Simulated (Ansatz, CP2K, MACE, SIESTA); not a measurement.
# Scaling test on Li+ TFSI- in sulfolane and ethyl methyl carbonate and propylene carbonate at 330 K

Single points at Γ on cells of 89, 178, 356, 712 and 1424 atoms, calculated with Ansatz 0.2.0, CP2K 2026.2, SIESTA 5.4.2 and MACE MP-0b2 small.

Smallest cell: 2 sulfolane, 2 ethyl methyl carbonate, 1 propylene carbonate, 1 Li+, 1 TFSI- placed at random, at 1.34 g/cm³; overlaps pushed apart, then 10 ps at 550 K with Joung-Cheatham ions (J. Phys. Chem. B 112, 9020 (2008)); MMFF94 bonds, angles, torsions, charges and radii (Halgren, J. Comput. Chem. 17, 490 (1996)) in harmonic and 12-6 forms; charges of ions scaled by 0.8. Snapshot after 30 ps at 330 K and fixed volume. Then every atom was moved at random, 0.03 Å r.m.s. a Cartesian component (hydrogen 0.6 of that).

Largest cell: 2 sulfolane, 2 ethyl methyl carbonate, 1 propylene carbonate, 1 Li+, 1 TFSI- placed at random, at 1.34 g/cm³; overlaps pushed apart, then 10 ps at 550 K with Joung-Cheatham ions (J. Phys. Chem. B 112, 9020 (2008)); MMFF94 bonds, angles, torsions, charges and radii (Halgren, J. Comput. Chem. 17, 490 (1996)) in harmonic and 12-6 forms; charges of ions scaled by 0.8. Snapshot after 30 ps at 330 K and fixed volume. The cell was repeated 4 x 2 x 2. Then every atom was moved at random, 0.03 Å r.m.s. a Cartesian component (hydrogen 0.6 of that).

The programs:
- CP2K: Gaussian basis with GTH pseudopotentials and a plane-wave density; labels give functional, basis (MOLOPT sets; SR short-range, UZH the newer set with its own potentials), grid cutoff/relative cutoff and solver (OT: orbital transformation; TRS4, TC2, SIGN: linear-scaling purification with its sparsity filter), or its built-in tight binding.
- SIESTA: numerical atomic orbitals, whose automatically made sets are far from complete, with PseudoDojo norm-conserving potentials that we converted to its format (checked against plane waves on the same files for H, C, O, Si, Ge and Ca alone); labels give functional, basis size, energy shift and mesh cutoff.
- MACE: machine-learned potential, published weights.
- Ansatz: Kohn-Sham DFT, PBE, PAW, PAW set soft_2, the reference where it ran.

CPU time (Arm Neoverse N1, shared host; 4 to 16 cores a run):

| method | 89 atoms | 178 atoms | 356 atoms | 712 atoms | 1424 atoms |
| --- | --- | --- | --- | --- | --- |
| Ansatz plane waves | 52 s | 3.9 min | - | - | - |
| CP2K PBE, SZV-MOLOPT-SR, 600/40 Ry, OT DIIS | 5.4 min | 12 min | - | - | - |
| CP2K PBE, SZV-MOLOPT-SR, 600/40 Ry, SIGN filter 1e-06, SCF 1e-06 | 2.6 min | 11 min | - | - | - |
| CP2K PBE, DZVP-MOLOPT-SR, 600/40 Ry, OT DIIS | 9.3 min | 19 min | - | - | - |
| SIESTA PBE, SZ, shift 0.02 Ry, mesh 350 Ry | 82 s | 2.7 min | 5.4 min | 12 min | 35 min |
| SIESTA PBE, DZP, shift 0.01 Ry, mesh 350 Ry | 4.7 min | 9.7 min | 25 min | - | - |
| MACE MP-0b2 small potential | 13 s | 15 s | 16 s | 20 s | 29 s |

Peak memory (GiB):

| method | 89 atoms | 178 atoms | 356 atoms | 712 atoms | 1424 atoms |
| --- | --- | --- | --- | --- | --- |
| Ansatz plane waves | 1.3 | 3.1 | - | - | - |
| CP2K PBE, SZV-MOLOPT-SR, 600/40 Ry, OT DIIS | 2.2 | 3.5 | - | - | - |
| CP2K PBE, SZV-MOLOPT-SR, 600/40 Ry, SIGN filter 1e-06, SCF 1e-06 | 2.2 | 3.5 | - | - | - |
| CP2K PBE, DZVP-MOLOPT-SR, 600/40 Ry, OT DIIS | 2.3 | 3.8 | - | - | - |
| SIESTA PBE, SZ, shift 0.02 Ry, mesh 350 Ry | 1.0 | 1.4 | 2.0 | 3.2 | 5.5 |
| SIESTA PBE, DZP, shift 0.01 Ry, mesh 350 Ry | 1.7 | 2.4 | 4.1 | - | - |
| MACE MP-0b2 small potential | 0.66 | 0.82 | 1.0 | 1.6 | 2.6 |

Force difference from the reference run of the same size, per cent of its r.m.s. force:

| method | 89 atoms | 178 atoms | 356 atoms | 712 atoms | 1424 atoms |
| --- | --- | --- | --- | --- | --- |
| Ansatz plane waves | ref. | ref. | - | - | - |
| CP2K PBE, SZV-MOLOPT-SR, 600/40 Ry, OT DIIS | 211 | 186 | - | - | - |
| CP2K PBE, SZV-MOLOPT-SR, 600/40 Ry, SIGN filter 1e-06, SCF 1e-06 | 211 | 186 | - | - | - |
| CP2K PBE, DZVP-MOLOPT-SR, 600/40 Ry, OT DIIS | 10 | 9.7 | - | - | - |
| SIESTA PBE, SZ, shift 0.02 Ry, mesh 350 Ry | 216 | 188 | - | - | - |
| SIESTA PBE, DZP, shift 0.01 Ry, mesh 350 Ry | 50 | 44 | - | - | - |
| MACE MP-0b2 small potential | 15 | 14 | - | - | - |

CPU time is summed over cores on a shared host, where runs went side by side, so it is rough. Symmetry, cutoffs, thresholds, outputs and thread counts weren't matched or tuned between programs; memory under MPI is the largest rank's times the ranks.

A dash marks a run that wasn't made or didn't finish, or, in the force table, a size without a reference.

Each size is a configuration of its own, and Γ sampling tightens with size. Machine-learned potentials mimic data converged in k, so the reference's own k-point error enters their differences. The network of contacts between molecules at the start is that of the classical potential that made the cell, and needn't be the one that DFT or experiment would give. The reference's PBE has no dispersion term, which matters for the binding between molecules or layers.

[Hosts, paths, dates, database ids (printed as entryN), source tags and the programs' standing remarks are cut or masked in the printed files.]

[The MMFF94 radii named for the starting cell were scaled by 0.96; in molecules described by MMFF94, hydrogen bound to N, O or S took a small fixed 12-6 site in their place.]
